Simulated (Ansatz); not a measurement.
# CoSn (P6/mmm): phonon-mediated transition temperature, part 2 of 2

Wanted: λ, ω_log and Tc of CoSn (P6/mmm). The cell shown first is a relaxed one, from steps not shown here.

Ansatz 0.2.0; DFT PBE, scalar-relativistic, plane waves, PAW; PAW set soft_1.

So far, coupling constant λ: step 2 (electron–phonon run: q 3×3×2, k 6×6×6, scattering 8×8×8) 0.157. Also log mean phonon energy ħω_log (meV): step 2 16.3.

**3. Resistivity: scattering mesh 12×12×12**

The next rung changes the scattering mesh, which samples the Fermi surface.

input.yaml

```yaml
crystal:
  lattice:
    - [5.296134903, 0.0, 0.0]
    - [-2.6480674515, 4.5865873679, 0.0]
    - [0.0, 0.0, 4.2312606118]
  atoms:
    - { symbol: Co, position: [0.0, 0.5, 0.0] }
    - { symbol: Co, position: [0.5, 0.5, 0.0] }
    - { symbol: Co, position: [0.5, 0.0, 0.0] }
    - { symbol: Sn, position: [0.6666666667, 0.3333333333, 0.5] }
    - { symbol: Sn, position: [0.3333333333, 0.6666666667, 0.5] }
    - { symbol: Sn, position: [0.0, 0.0, 0.0] }
kpoints:
  mp_grid: { grid: [6, 6, 6] }
hamiltonian:
  xc: pbe
  pseudopotentials: { kind: paw, azcp: { folder: soft_1 } }
scf:
  occupations: { method: methfessel_paxton, width: 0.2 }
output:
  eigenvalues: true
phonons:
  method: dfpt
  qmesh: [3, 3, 2]
  temperatures: { t_max: 1000, t_step: 50 }
  qpath:
    path:
      - [[0.0, 0.0, 0.0], [0.5, 0.0, 0.0], [0.33333333, 0.33333333, 0.0], [0.0, 0.0, 0.0], [0.0, 0.0, 0.5], [0.5, 0.0, 0.5], [0.33333333, 0.33333333, 0.5], [0.0, 0.0, 0.5]]
      - [[0.5, 0.0, 0.5], [0.5, 0.0, 0.0]]
      - [[0.33333333, 0.33333333, 0.5], [0.33333333, 0.33333333, 0.0]]
    npoints: 10
  electrical_resistivity:
    mesh: [12, 12, 12]
    temperatures: [20.0, 50.0, 80.0, 100.0, 150.0, 200.0, 273.0, 300.0, 400.0, 500.0, 600.0, 800.0]
  superconductivity: { mesh: [12, 12, 12] }
```

Launch:

```sh
ansatz run input.yaml --threads 4 --pin off --max-ram 20480MiB --backend cpu --events-out ev --progress --plain --runs-dir out
```

Numbers of over 12 decimals in the logs are rounded to 6 here.

Output:

```text
[...]
Crystal: 6 atoms, lattice volume = 102.782 Å³
Basis set: ecut = 420 eV, 2025 PW (Γ), exchange–correlation on 72×72×60 points (8 copies of the dense FFT grid, shifted against one another)
Bands: 56, of which v1, the nominal top of the filled ones, is band 47 counted from 1 (46 counted from 0)
Symmetry: 24 space group operations
k-points: 28 of 216
[...]
SCF iter   1: F=—  HF=-33459.951061 eV  |F-HF|=—  |Δ(HF+E_count)|=         —  Δρ=2.45e-1  dr2=6.69e1  ethr=3.10e-3  ⟨swp⟩=6.6  Hψ=5851  notcnv=0
[...]
SCF iter  16: F=-33451.822781 eV  HF=-33451.822781 eV  |F-HF|=0.00e0  |Δ(HF+E_count)|=  7.28e-12  S|Δr|=    0.00e0  Δρ=1.13e-7  dr2=9.89e-12  ethr=1.00e-12  ⟨swp⟩=12.6  Hψ=9394  notcnv=0
SCF 1 converged in 16 iterations: F = -33451.822781 eV  dr2 = 9.89e-12
[...]
NSCF: frozen V_eff on 28 k-points
[...]
SCF iter   1: F=—  HF=-33459.951061 eV  |F-HF|=—  |Δ(HF+E_count)|=         —  Δρ=2.45e-1  dr2=6.69e1  ethr=3.10e-3  ⟨swp⟩=6.6  Hψ=5851  notcnv=0
[...]
SCF iter  16: F=-33451.822781 eV  HF=-33451.822781 eV  |F-HF|=1.46e-11  |Δ(HF+E_count)|=  7.28e-12  S|Δr|=    0.00e0  Δρ=1.13e-7  dr2=9.75e-12  ethr=1.00e-12  ⟨swp⟩=2.3  Hψ=4508  notcnv=0
SCF 2 converged in 16 iterations: F = -33451.822781 eV  dr2 = 9.75e-12
[...]
SCF converged after 16 iterations
[...]
Free energy (F): -33451.822781 eV
[...]
Internal energy: -33451.837441 eV  (E = F + TS)
E sigma→0 (E₀):  -33451.826446 eV
Entropy (-TS):   0.014660 eV (2.443 meV/atom)
Fermi energy:    14.642786 eV
[...]
--- Band table (eV; the first three rows and the last of 28) ---
  k-point 0: bands = [... 43 lower, 14.2394, 14.2686, 14.2686, 15.1831, 15.2506, 16.0194, 16.0194, 17.5546, ... 5 higher]
  k-point 1: bands = [... 43 lower, 14.2412, 14.2461, 14.2461, 15.1832, 15.2303, 15.6549, 15.6549, 17.3865, ... 5 higher]
  k-point 2: bands = [... 43 lower, 14.2042, 14.2285, 14.2285, 14.6400, 14.6400, 14.8737, 15.1835, 16.4442, ... 5 higher]
  k-point 27: bands = [... 43 lower, 13.9238, 14.0568, 14.0568, 14.1821, 14.5495, 15.9543, 17.9943, 17.9943, ... 5 higher]
[...]
ASR residual: 5.062e-5 → 0.000e0 eV/Å²; symmetrization residual: 1.024e-6 eV/Å²
  ASR residual per site (eV/Å²): 3.65e-5 3.65e-5 3.65e-5 5.06e-5 5.06e-5 1.95e-5
[...]
--- Phonons (arbitrary-q DFPT): 6 irreducible q on the 3×3×2 mesh ---
[...]
interpolated dispersion: 93 rows × 18 modes
[...]
--- Electrical resistivity: potentials and phonons of a 3×3×2 supercell ---
[...]
at the Fermi level of each mesh (of a tensor a third of its trace):
[...]
12×12×12                     1.3612              4.2352    0.1664    0.1777          16.464
          6×6×6                     1.7779              4.5339    0.1982    0.2232          16.502
          3×3×3                     2.1501              4.5852    0.2626    0.3033          15.729
  resistivity on the deck's mesh, µΩ·cm:
[...]
20.00     3.5450e-2              no     5.1336e-2     5.1336e-2     3.6776e-3       8.9966e-2         3.7599e-2
     50.00      1.8681e0              no      2.7033e0      2.7033e0     1.9778e-1        2.6426e0          1.7398e0
     80.00      6.2216e0              no      9.0111e0      9.0111e0     6.4276e-1        7.3569e0          5.6481e0
    100.00      9.5537e0              no      1.3843e1      1.3843e1     9.7428e-1        1.0786e1          8.6484e0
    150.00      1.7866e1              no      2.5901e1      2.5901e1      1.7952e0        1.9322e1          1.6167e1
    200.00      2.5795e1              no      3.7401e1      3.7401e1      2.5835e0        2.7581e1          2.3357e1
    273.00      3.6901e1              no      5.3497e1      5.3497e1      3.7071e0        3.9329e1          3.3436e1
    300.00      4.0926e1              no      5.9329e1      5.9329e1      4.1216e0        4.3650e1          3.7092e1
    400.00      5.5622e1              no      8.0597e1      8.0597e1      5.6713e0        5.9830e1          5.0453e1
    500.00      7.0077e1              no      1.0149e2      1.0149e2      7.2545e0        7.6611e1          6.3622e1
    600.00      8.4326e1              no      1.2205e2      1.2205e2      8.8709e0        9.4084e1          7.6632e1
    800.00      1.1220e2              no      1.6220e2      1.6220e2      1.2194e1        1.3072e2          1.0217e2
[...]
not converged in the mesh (λ; λ_tr; the resistivity at 20 K by 13.63 %; the resistivity at 50 K by 17.18 %; the resistivity at 80 K by 17.35 %; the resistivity at 100 K by 17.28 %; the resistivity at 150 K by 16.55 %; the resistivity at 200 K by 15.44 %; the resistivity at 273 K by 13.75 %; the resistivity at 300 K by 13.17 %; the resistivity at 400 K by 11.25 %; the resistivity at 500 K by 9.70 %; the resistivity  [...]
  vibrations of 18 cells: unjudged by the run; compare a larger repeat
[...]
--- Superconductivity: potentials and phonons of a 3×3×2 supercell ---
           mesh         λ    ħω_log (meV)  μ* declared at (meV)
       12×12×12    0.1664          16.464               18.754
          6×6×6    0.1982          16.502               18.808
          3×3×3    0.2626          15.729               18.266
  λ by the species' shares of the modes' patterns: Co 0.0793, Sn 0.0871
[...]
0.08      0.000         0.000    none_found    none_found    none_found    none_found     none_found
      0.10      0.000         0.000    none_found    none_found    none_found    none_found     none_found
      0.12      0.000         0.000    none_found    none_found    none_found    none_found     none_found
      0.13      0.000         0.000    none_found    none_found    none_found    none_found     none_found
      0.14      0.000         0.000    none_found    none_found    none_found    none_found     none_found
      0.16          -             -    none_found    none_found    none_found    none_found     none_found
      0.20          -             -    none_found    none_found    none_found    none_found     none_found
  none_found: no transition down to 0.1 K
[...]
vibrations of 18 cells: unjudged by the run; compare a larger repeat
[...]
```

Run time: 42 min. Hardware: 4 threads of Arm Neoverse V2, shared host; peak memory 11 GiB.

Numbers from this step:

| Item | Value |
| --- | --- |
| resistivity at 300 K | 40.93 μΩ cm, mean of the axes |
| coupling constant λ | 0.1664 |
| density of states at the Fermi level | 1.361 states/eV a spin and cell |
| log mean phonon energy ħω_log | 16.46 meV |
| transport coupling constant λ_tr | 0.1822, 0.1822, 0.1687 (xx, yy, zz) |
| Drude plasma energy | 1.825, 1.825, 6.866 eV (xx, yy, zz) |
| resistivity times mean free path | 65.81, 65.81, 5.774 × 10⁻¹⁶ Ω m² (xx, yy, zz) |
| second-moment phonon energy ħω₂ | 18.75 meV |

An empty cell: under 1 mK by a formula, or no transition down to the floor of the Eliashberg search. Transition temperatures:

| μ* | McMillan Tc (K) | Allen–Dynes Tc (K) |
| --- | --- | --- |
| 0.08 | - | - |
| 0.1 | - | - |
| 0.12 | - | - |
| 0.13 | - | - |
| 0.14 | - | - |
| 0.16 | - | - |
| 0.2 | - | - |

The Eliashberg function α²F has structure finer than the step of the table below, so its rows give means over 1 meV, whole bins alone (the curve runs from 0.137 to 35.0 meV). Peaks (meV: height): α²F 11.9: 0.146, 14.1: 0.134, 16.3: 0.118, 17.4: 0.108, 21.3: 0.116, 23.2: 0.106, 25.9: 0.119; α²F tr 11.9: 0.153, 14.1: 0.190, 16.3: 0.171, 18.8: 0.0823, 21.3: 0.0976, 22.9: 0.110, 25.9: 0.139.

Eliashberg function α²F against phonon energy; means over each step:

| phonon energy (meV) | α²F | α²F tr |
| --- | --- | --- |
| 1 | 0 | 0 |
| 2 | 6.6e-5 | 8.3e-6 |
| 3 | 2.9e-4 | 1.2e-4 |
| 4 | 7.6e-4 | 3.8e-4 |
| 5 | 0.00163 | 9.5e-4 |
| 6 | 0.00344 | 0.00199 |
| 7 | 0.00546 | 0.00376 |
| 8 | 0.00849 | 0.00797 |
| 9 | 0.0210 | 0.0230 |
| 10 | 0.0309 | 0.0320 |
| 11 | 0.0410 | 0.0439 |
| 12 | 0.0897 | 0.0956 |
| 13 | 0.0809 | 0.0954 |
| 14 | 0.111 | 0.159 |
| 15 | 0.0438 | 0.0636 |
| 16 | 0.0649 | 0.0867 |
| 17 | 0.0940 | 0.108 |
| 18 | 0.0650 | 0.0507 |
| 19 | 0.0763 | 0.0614 |
| 20 | 0.0519 | 0.0455 |
| 21 | 0.0805 | 0.0575 |
| 22 | 0.0871 | 0.0791 |
| 23 | 0.0847 | 0.0815 |
| 24 | 0.0131 | 0.0112 |
| 25 | 0.0395 | 0.0451 |
| 26 | 0.0986 | 0.113 |
| 27 | 0.0517 | 0.0545 |
| 28 | 0.0508 | 0.0451 |
| 29 | 0.0398 | 0.0308 |
| 30 | 0.0216 | 0.0230 |
| 31 | 0.0481 | 0.0454 |
| 32 | 0.0308 | 0.0324 |
| 33 | 0.0204 | 0.0312 |
| 34 | 0.00960 | 0.0165 |

The Eliashberg function α²F has structure finer than the step of the table below, so its rows give means over 1 meV, whole bins alone (the curve runs from 0.137 to 35.0 meV). Peaks (meV: height): α²F 11.9: 0.146, 14.1: 0.134, 16.3: 0.118, 17.4: 0.108, 21.3: 0.116, 23.2: 0.106, 25.9: 0.119; Co 11.9: 0.054, 14.1: 0.0531, 21.3: 0.0801, 22.9: 0.0673, 25.9: 0.103, 28.7: 0.0659, 30.9: 0.0514; Sn 11.9: 0.0925, 14.1: 0.0809, 16.3: 0.0806, 17.4: 0.0745, 18.8: 0.0756, 20.5: 0.0481, 23.2: 0.0395.

The Eliashberg function α²F by phonon energy; means over each step:

| phonon energy (meV) | α²F | Co | Sn |
| --- | --- | --- | --- |
| 1 | 0 | 0 | 0 |
| 2 | 6.6e-5 | 8.3e-6 | 3.0e-5 |
| 3 | 2.9e-4 | 9.8e-5 | 2.0e-4 |
| 4 | 7.6e-4 | 2.4e-4 | 5.2e-4 |
| 5 | 0.00163 | 5.0e-4 | 0.00113 |
| 6 | 0.00344 | 0.00106 | 0.00239 |
| 7 | 0.00546 | 0.00160 | 0.00387 |
| 8 | 0.00849 | 0.00275 | 0.00572 |
| 9 | 0.0210 | 0.00783 | 0.0132 |
| 10 | 0.0309 | 0.0111 | 0.0197 |
| 11 | 0.0410 | 0.0190 | 0.0220 |
| 12 | 0.0897 | 0.0347 | 0.0549 |
| 13 | 0.0809 | 0.0354 | 0.0456 |
| 14 | 0.111 | 0.0419 | 0.0687 |
| 15 | 0.0438 | 0.0143 | 0.0295 |
| 16 | 0.0649 | 0.0203 | 0.0445 |
| 17 | 0.0940 | 0.0297 | 0.0643 |
| 18 | 0.0650 | 0.0210 | 0.0441 |
| 19 | 0.0763 | 0.0177 | 0.0586 |
| 20 | 0.0519 | 0.0101 | 0.0418 |
| 21 | 0.0805 | 0.0451 | 0.0355 |
| 22 | 0.0871 | 0.0575 | 0.0295 |
| 23 | 0.0847 | 0.0543 | 0.0304 |
| 24 | 0.0131 | 0.00813 | 0.00495 |
| 25 | 0.0395 | 0.0313 | 0.00814 |
| 26 | 0.0986 | 0.0854 | 0.0132 |
| 27 | 0.0517 | 0.0444 | 0.00730 |
| 28 | 0.0508 | 0.0433 | 0.00743 |
| 29 | 0.0398 | 0.0331 | 0.00668 |
| 30 | 0.0216 | 0.0163 | 0.00523 |
| 31 | 0.0481 | 0.0423 | 0.00574 |
| 32 | 0.0308 | 0.0268 | 0.00402 |
| 33 | 0.0204 | 0.0162 | 0.00418 |
| 34 | 0.00960 | 0.00732 | 0.00227 |

**4. Results**

```json
{
 "meshes": "q 3×3×2, k 6×6×6, scattering 12×12×12",
 "coupling constant λ": "0.166",
 "log mean phonon energy ħω_log": "16.5 meV"
}
```

What this shows: In the last run (PBE, q 3×3×2, k 6×6×6, scattering 12×12×12), with λ = 0.17 and ħω_log = 16.5 meV, Tc at μ* = 0.13 is under 1 mK by the formulas. In that run Allen and Dynes's formula gives no transition above 0.05 K at μ* = 0.10 or more. By the run's own test λ is not converged in the fine mesh: it moves by 19 % between the two finest. The run's transport test calls it not converged in the mesh; ρ(300 K) moves by 13 % in the component that moves most. The runs are not spin-polarised; where the real material orders magnetically, these values do not describe it. These meshes are coarse. Over the runs, λ takes the values 0.157 and 0.166, in the order shown. μ* is a typed number, phonons are harmonic, and spin fluctuations are left out; with λ this near or under μ*(1 + 0.62 λ), the formulas give Tc only to its order of magnitude, or none.

[Logs are printed without paths, hosts, clocks, repeated set-up lines and the standing remarks that a program may print on its own settings, such as how far it seeks lower states.]

[Hosts, paths, dates, database ids (printed as entryN), source tags and the programs' standing remarks are cut or masked in the printed files.]
